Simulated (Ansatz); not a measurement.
# Decaying states in the gap of BaCa2P2, part 3 of 4

Wanted: the relaxed cell of BaCa2P2, its band edges and its decay constants. It is built by putting Ca for Mg in the BaMg2P2 structure of space group P-3m1, with the volume rescaled by atomic radii. The parent structure comes from the Materials Project.

Ansatz 0.2.0; r2SCAN DFT, plane waves, PAW files (the session's first sound run).

So far, gap on path (eV): step 3 (the bulk crystal and its band edges) 1.81.

The structure was built from a prototype and need not be the compound's stable phase.

**5. Decaying states in the gap, plane (001), k-mesh 6×6×4**

Level of this step: r2SCAN DFT, plane waves, PAW files; complex bands by layer matching along the plane's normal (Ansatz).

The same for the (001) plane, at (0, 0), (-0.5, 0) and (0.5, 0) (two of them one point), to see how the decay depends on direction.

The input, input.yaml:

```yaml
crystal:
  lattice:
    - [4.766730698, 0.0, 0.0]
    - [2.383365349, 4.128109877, 0.0]
    - [0.0, 0.0, 7.854045906]
  atoms:
    - { symbol: Ba, position: [0.0, 0.0, 0.0] }
    - { symbol: Ca, position: [0.3333333333, 0.3333333333, 0.3625007759] }
    - { symbol: Ca, position: [0.6666666667, 0.6666666667, 0.6374992241] }
    - { symbol: P, position: [0.3333333333, 0.3333333333, 0.7408623109] }
    - { symbol: P, position: [0.6666666667, 0.6666666667, 0.2591376891] }
kpoints:
  mp_grid: { grid: [6, 6, 4] }
scf:
  occupations: { method: fixed }
hamiltonian:
  xc: r2scan
output:
  eigenvalues: true
  transmission:
    leads: [[0, 0]]
    kpoints: [[0.0, 0.0], [-0.5, 0.0], [0.5, 0.0]]
    e_range: [-1.0, 2.81]
    de: 0.06
```

On the command line:

```sh
ansatz run input.yaml --threads 2 --pin off --max-ram 4096MiB --backend cpu --events-out ev --progress --plain --runs-dir out
```

Numbers of over 12 decimals in the logs are rounded to 6 here.

Log:

```text
[...]
Crystal: 5 atoms, lattice volume = 154.549 Å³
Basis set: ecut = 500 eV, 3935 PW (Γ), exchange–correlation on 144×144×240 points (64 copies of the dense FFT grid, shifted against one another)
Bands: 25, of which v1, the nominal top of the filled ones, is band 20 counted from 1 (19 counted from 0)
Symmetry: 12 space group operations
[...]
k-points: 24 of 144
[...]
SCF iter   1: F=—  HF=-11132.791841 eV  |F-HF|=—  |Δ(HF+E_count)|=         —  Δρ=4.63e-3  dr2=4.78e-2  dr2_τ=1.62e-2  ethr=1.77e-3  ⟨swp⟩=5.9  Hψ=2672  notcnv=0  defer=59
[...]
SCF iter   6: F=-11132.920858 eV  HF=-11132.920858 eV  |F-HF|=1.77e-8  |Δ(HF+E_count)|=   7.44e-7  Δρ=6.67e-6  dr2=9.08e-8  dr2_τ=5.40e-9  ethr=2.50e-10  ⟨swp⟩=12.6  Hψ=4016  notcnv=0
SCF 1 converged in 6 iterations: F = -11132.920858 eV  dr2 = 9.08e-8
[...]
transmission: 11 of 33 steps passed
transmission: 22 of 33 steps passed
transmission: 33 of 33 steps passed
SCF converged after 6 iterations
Free energy (F): -11132.920858 eV
[...]
Internal energy: -11132.920858 eV  (E = F + TS)
E sigma→0 (E₀):  -11132.920858 eV
Fermi energy:    5.372961 eV
[...]
--- Band table (eV; the first three rows and the last of 24) ---
  k-point 0: bands = [... 16 lower, 4.8914, 5.1474, 5.1474, 5.3730, 8.2660, 8.3974, 8.3974, 8.9672, ... 1 higher]
  k-point 1: bands = [... 16 lower, 4.8134, 5.0036, 5.2386, 5.2386, 8.5527, 8.5527, 8.8497, 8.9818, ... 1 higher]
  k-point 2: bands = [... 16 lower, 4.7600, 4.7600, 5.3054, 5.3054, 8.8270, 8.8270, 9.0441, 9.3426, ... 1 higher]
  k-point 23: bands = [... 16 lower, 4.4542, 4.8387, 5.0379, 5.0379, 8.0380, 8.5596, 8.5596, 9.3448, ... 1 higher]
--- Transmission ---
  basis      : 199 plane waves across, 11 finite elements along
  points     : 3, as listed
[...]
crystal 0  : Ba1P2Ca2, at the sites [0, 0], period 7.8540 Å: whole cells are its period
[...]
channels       : 0.000000e0 a spin
[...]
slowest decay  : 0.2080 /Å at (0.0000, 0.0000)
```

Run time: 48 s. Hardware: 2 threads of Arm Neoverse V1, shared host; peak memory 0.97 GiB; 95 s of CPU time.

Numbers from this step:

```
decay constant at the filling level, zone centre          : 0.2080 Å⁻¹
decay constant at the filling level, slowest listed point : 0.208 Å⁻¹
```

K parallel (0, 0); values up to 1.5 1/Å, a degenerate pair printed once or twice; energies at which all values exceed this have no row. The Im kz of the slowest decaying states by energy, zero at the highest filled level on the SCF mesh:

```
energy (eV)  decay 1 (Å⁻¹)  decay 2 (Å⁻¹)  decay 3 (Å⁻¹)  decay 4 (Å⁻¹)
      -1.00         0.0833          0.454          0.748          0.922
      -0.82         0.0302          0.347          0.738          0.900
      -0.64          0.134          0.727          0.877              -
      -0.46         0.0765          0.716          0.854              -
      -0.22          0.700          0.822              -              -
      -0.04          0.119          0.688          0.797              -
       0.02         0.0409          0.205          0.684          0.788
       0.14          0.104          0.298          0.675          0.771
       0.32          0.149          0.380          0.662          0.745
       0.50          0.176          0.433          0.648          0.718
       0.68          0.194          0.471          0.633          0.691
       0.92          0.208          0.505          0.612          0.655
       1.10          0.214          0.522          0.596          0.627
       1.28          0.216          0.533          0.579          0.598
       1.46          0.214          0.540          0.561          0.569
       1.64          0.210          0.537          0.542          0.543
       1.82          0.203          0.504          0.521          0.542
       2.00          0.192          0.468          0.500          0.538
       2.24          0.172          0.414          0.469          0.529
       2.42          0.151          0.367          0.443          0.519
       2.60          0.122          0.311          0.415          0.507
       2.78         0.0781          0.239          0.384          0.492
```

K parallel (-0.5, 0); values up to 1.5 1/Å, a degenerate pair printed once or twice; energies at which all values exceed this have no row. Im kz of the slowest decaying states against energy, zero at the highest filled level on the SCF mesh:

```
energy (eV)  decay 1 (Å⁻¹)  decay 2 (Å⁻¹)  decay 3 (Å⁻¹)  decay 4 (Å⁻¹)
      -1.00         0.0651          0.225          0.630          0.996
      -0.82         0.0934          0.230          0.564          0.987
      -0.64         0.0437          0.198          0.469          0.989
      -0.46         0.0754          0.276          0.911          0.985
      -0.22         0.0643          0.298          0.763          0.923
      -0.04         0.0821          0.171          0.242          0.682
       0.02          0.208          0.248          0.269          0.656
       0.14          0.269          0.310          0.479          0.603
       0.32          0.351          0.361          0.510          0.645
       0.50          0.374          0.432          0.687          0.736
       0.68          0.383          0.428          0.661          0.787
       0.92          0.374          0.423          0.639          0.822
       1.10          0.352          0.420          0.624          0.836
       1.28          0.316          0.418          0.609          0.844
       1.46          0.264          0.417          0.593          0.846
       1.64          0.187          0.415          0.576          0.845
       1.82          0.411          0.557          0.842          0.950
       2.00          0.405          0.537          0.836          0.932
       2.24          0.392          0.505          0.824          0.906
       2.42         0.0642          0.379          0.478          0.814
       2.60         0.0758          0.364          0.447          0.802
       2.78          0.347          0.412          0.788          0.845
```

K parallel (0.5, 0); values up to 1.5 1/Å, a degenerate pair printed once or twice; energies at which all values exceed this have no row. Im kz of the slowest decaying states against energy, zero at the highest filled level on the SCF mesh:

```
energy (eV)  decay 1 (Å⁻¹)  decay 2 (Å⁻¹)  decay 3 (Å⁻¹)  decay 4 (Å⁻¹)
      -1.00         0.0651          0.225          0.630          0.996
      -0.82         0.0934          0.230          0.564          0.987
      -0.64         0.0437          0.198          0.469          0.989
      -0.46         0.0754          0.276          0.911          0.985
      -0.22         0.0643          0.298          0.763          0.923
      -0.04         0.0821          0.171          0.242          0.682
       0.02          0.208          0.248          0.269          0.656
       0.14          0.269          0.310          0.479          0.603
       0.32          0.351          0.361          0.510          0.645
       0.50          0.374          0.432          0.687          0.736
       0.68          0.383          0.428          0.661          0.787
       0.92          0.374          0.423          0.639          0.822
       1.10          0.352          0.420          0.624          0.836
       1.28          0.316          0.418          0.609          0.844
       1.46          0.264          0.417          0.593          0.846
       1.64          0.187          0.415          0.576          0.845
       1.82          0.411          0.557          0.842          0.950
       2.00          0.405          0.537          0.836          0.932
       2.24          0.392          0.505          0.824          0.906
       2.42         0.0642          0.379          0.478          0.814
       2.60         0.0758          0.364          0.447          0.802
       2.78          0.347          0.412          0.788          0.845
```

At the listed wavevectors the last open channel is at -0.04 eV and the next at +1.82 eV on the grid. At +0.92 eV, the grid energy nearest the filling level (the middle of the gap on the SCF mesh), the slowest state at the listed wavevectors decays with κ = 0.208 Å⁻¹, its amplitude falling by e over 4.8 Å; the first such run, plane (100), gave 0.236 Å⁻¹.

**6. Band edges at another level, cutoff 420 eV**

This step: LDA DFT, plane waves, PAW files (Ansatz 0.2.0).

The edges again with LDA, at the same atoms. Against that run the cutoff is 420 eV against 500.

The input, input.yaml:

```yaml
crystal:
  lattice:
    - [4.766730698, 0.0, 0.0]
    - [-2.383365349, 4.1281098775, 0.0]
    - [0.0, 0.0, 7.8540459059]
  atoms:
    - { symbol: Ba, position: [0.0, 0.0, 0.0] }
    - { symbol: Ca, position: [0.6666666667, 0.3333333333, 0.3625007759] }
    - { symbol: Ca, position: [0.3333333333, 0.6666666667, 0.6374992241] }
    - { symbol: P, position: [0.6666666667, 0.3333333333, 0.7408623109] }
    - { symbol: P, position: [0.3333333333, 0.6666666667, 0.2591376891] }
kpoints:
  mp_grid: { grid: [6, 6, 4] }
  band_path: { path: [VBM, CBM], npoints: 30 }
scf:
  occupations: { method: fixed }
hamiltonian:
  xc: lda
output:
  eigenvalues: true
```

Log:

```text
[...]
Crystal: 5 atoms, lattice volume = 154.549 Å³
Basis set: ecut = 420 eV, 3009 PW (Γ)
Bands: 25, of which v1, the nominal top of the filled ones, is band 20 counted from 1 (19 counted from 0)
Symmetry: 12 space group operations
[...]
k-points: 24 of 144
[...]
SCF iter   1: F=—  HF=-10782.574801 eV  |F-HF|=—  |Δ(HF+E_count)|=         —  Δρ=4.47e-3  dr2=4.18e-2  ethr=1.77e-3  ⟨swp⟩=5.7  Hψ=2651  notcnv=0  defer=62
[...]
SCF iter   6: F=-10782.563499 eV  HF=-10782.563499 eV  |F-HF|=4.93e-9  |Δ(HF+E_count)|=   1.37e-7  Δρ=4.54e-6  dr2=3.75e-8  ethr=2.50e-10  ⟨swp⟩=14.4  Hψ=3829  notcnv=0
SCF 1 converged in 6 iterations: F = -10782.563499 eV  dr2 = 3.75e-8
[...]
SCF converged after 6 iterations
Free energy (F): -10782.563499 eV
[...]
Internal energy: -10782.563499 eV  (E = F + TS)
E sigma→0 (E₀):  -10782.563499 eV
Fermi energy:    5.277088 eV
[...]
--- Band table (eV; the first three rows and the last of 24) ---
  k-point 0: bands = [... 16 lower, 4.7832, 5.0331, 5.0331, 5.2609, 7.4472, 7.7914, 7.7914, 8.3807, ... 1 higher]
  k-point 1: bands = [... 16 lower, 4.7027, 4.8456, 5.1279, 5.1279, 7.9478, 7.9478, 8.0747, 8.3659, ... 1 higher]
  k-point 2: bands = [... 16 lower, 4.6484, 4.6484, 5.1968, 5.1968, 8.2363, 8.2363, 8.3780, 8.6706, ... 1 higher]
  k-point 23: bands = [... 16 lower, 4.3064, 4.7469, 4.9333, 4.9333, 7.5016, 7.9529, 7.9529, 8.7107, ... 1 higher]
```

Wall time 11 s (2 threads); peak memory 0.4 GiB; 22 s of CPU time.

Numbers from this step:

| Property | Result |
| --- | --- |
| free energy | -10782.5635 eV |
| Fermi energy | 5.277 eV |
| gap on the k-mesh | 1.380 eV |
| gap on path | 1.380 eV, by band count; negative where bands overlap |
| direct gap on path | 1.380 eV |
| edge places on path | 0, 0 1/A along the path |

Levels at VBM (eV): -7.70, -7.55, -1.73, -1.12, -0.64, -0.42, -0.22, 0.00, 1.38, 2.95, 3.21, 3.49, 3.66.

The searched edges give 1.38 eV, as on the mesh.

Between step 3 and this run (LDA and cutoff 420 eV) the value for the gap on path moves from 1.81 eV to 1.38 eV.

**7. Complex bands at another level, cutoff 420 eV**

This step: LDA DFT, plane waves, PAW files; complex bands by layer matching along the plane's normal (Ansatz 0.2.0).

The complex bands at that level, over its own gap, at (0, 0) and (-0.5, 0).

The input, input.yaml:

```yaml
crystal:
  lattice:
    - [4.766730698, 0.0, 0.0]
    - [0.0, 7.854045906, 0.0]
    - [2.383365349, 0.0, 4.128109877]
  atoms:
    - { symbol: Ba, position: [0.0, 0.0, 0.0] }
    - { symbol: Ca, position: [0.6666666667, 0.3625007759, 0.6666666667] }
    - { symbol: Ca, position: [0.3333333333, 0.6374992241, 0.3333333333] }
    - { symbol: P, position: [0.6666666667, 0.7408623109, 0.6666666667] }
    - { symbol: P, position: [0.3333333333, 0.2591376891, 0.3333333333] }
kpoints:
  mp_grid: { grid: [6, 4, 6] }
scf:
  occupations: { method: fixed }
hamiltonian:
  xc: lda
output:
  eigenvalues: true
  transmission:
    leads: [[0, 0]]
    kpoints: [[0.0, 0.0], [-0.5, 0.0]]
    e_range: [-1.0, 2.38]
    de: 0.08
```

Log:

```text
[...]
Crystal: 5 atoms, lattice volume = 154.549 Å³
Basis set: ecut = 420 eV, 3009 PW (Γ)
Bands: 25, of which v1, the nominal top of the filled ones, is band 20 counted from 1 (19 counted from 0)
Symmetry: 12 space group operations
[...]
k-points: 24 of 144
[...]
SCF iter   1: F=—  HF=-10782.574764 eV  |F-HF|=—  |Δ(HF+E_count)|=         —  Δρ=4.46e-3  dr2=4.16e-2  ethr=1.77e-3  ⟨swp⟩=5.8  Hψ=2662  notcnv=0  defer=61
[...]
SCF iter   7: F=-10782.563499 eV  HF=-10782.563499 eV  |F-HF|=1.80e-9  |Δ(HF+E_count)|=   2.85e-9  Δρ=2.01e-6  dr2=8.56e-9  ethr=2.50e-10  ⟨swp⟩=14.3  Hψ=3791  notcnv=0
SCF 1 converged in 7 iterations: F = -10782.563499 eV  dr2 = 8.56e-9
[...]
transmission: 6 of 12 steps passed
transmission: 12 of 12 steps passed
SCF converged after 7 iterations
Free energy (F): -10782.563499 eV
[...]
Internal energy: -10782.563499 eV  (E = F + TS)
E sigma→0 (E₀):  -10782.563499 eV
Fermi energy:    5.277085 eV
[...]
--- Band table (eV; the first three rows and the last of 24) ---
  k-point 0: bands = [... 16 lower, 4.7832, 5.0331, 5.0331, 5.2609, 7.4472, 7.7913, 7.7913, 8.3807, ... 1 higher]
  k-point 1: bands = [... 16 lower, 4.6462, 4.8247, 5.0723, 5.1786, 7.5452, 7.9550, 7.9707, 8.4639, ... 1 higher]
  k-point 2: bands = [... 16 lower, 4.6731, 4.8577, 4.9434, 5.1984, 6.9512, 8.2475, 8.3109, 8.6218, ... 1 higher]
  k-point 23: bands = [... 16 lower, 4.3064, 4.7469, 4.9333, 4.9333, 7.5015, 7.9529, 7.9529, 8.7106, ... 1 higher]
--- Transmission ---
  basis      : 329 plane waves across, 6 finite elements along
  points     : 2, as listed
[...]
crystal 0  : Ca2P2Ba1, at the sites [0, 0], period 4.1281 Å: whole cells are its period
[...]
channels       : 0.000000e0 a spin
[...]
slowest decay  : 0.1967 /Å at (-0.5000, 0.0000)
```

Elapsed: 71 s, on 2 threads; peak memory 1.1 GiB.

Numbers from this step:

```yaml
level_to_which_the_leads_are_filled: 0.6902 eV from the Fermi level
decay_constant_at_the_filling_level_zone_centre: 0.2040 Å⁻¹
decay_constant_at_the_filling_level_slowest_listed_point: 0.1967 Å⁻¹
```

K parallel (0, 0); values up to 1.5 1/Å, a degenerate pair printed once or twice; energies at which all values exceed this have no row. The Im kz of the slowest decaying states by energy, zero at the highest filled level on the SCF mesh:

```
energy (eV)  decay 1 (Å⁻¹)  decay 2 (Å⁻¹)  decay 3 (Å⁻¹)  decay 4 (Å⁻¹)
      -1.00          0.200          0.200          0.529          0.605
      -0.76          0.124          0.167          0.423          0.564
      -0.52         0.0798          0.165          0.529          0.541
      -0.28          0.203          0.298          0.471          0.496
      -0.04          0.126          0.177          0.203          0.465
       0.20          0.170          0.246          0.282          0.339
       0.44          0.193          0.287          0.346          0.396
       0.68          0.204          0.309          0.356          0.382
       0.92          0.206          0.284          0.343          0.403
       1.16          0.201          0.204          0.352          0.414
       1.40          0.188          0.357          0.417          0.529
       1.64          0.166          0.357          0.414          0.496
       1.88          0.130          0.350          0.405          0.456
       2.12         0.0577          0.334          0.366          0.394
       2.36          0.234          0.303          0.329          0.392
```

[end of part 3 of 4]

[Logs are printed without paths, hosts, clocks, repeated set-up lines and the standing remarks that a program may print on its own settings, such as how far it seeks lower states.]

[Hosts, paths, dates, database ids (printed as entryN), source tags and the programs' standing remarks are cut or masked in the printed files.]
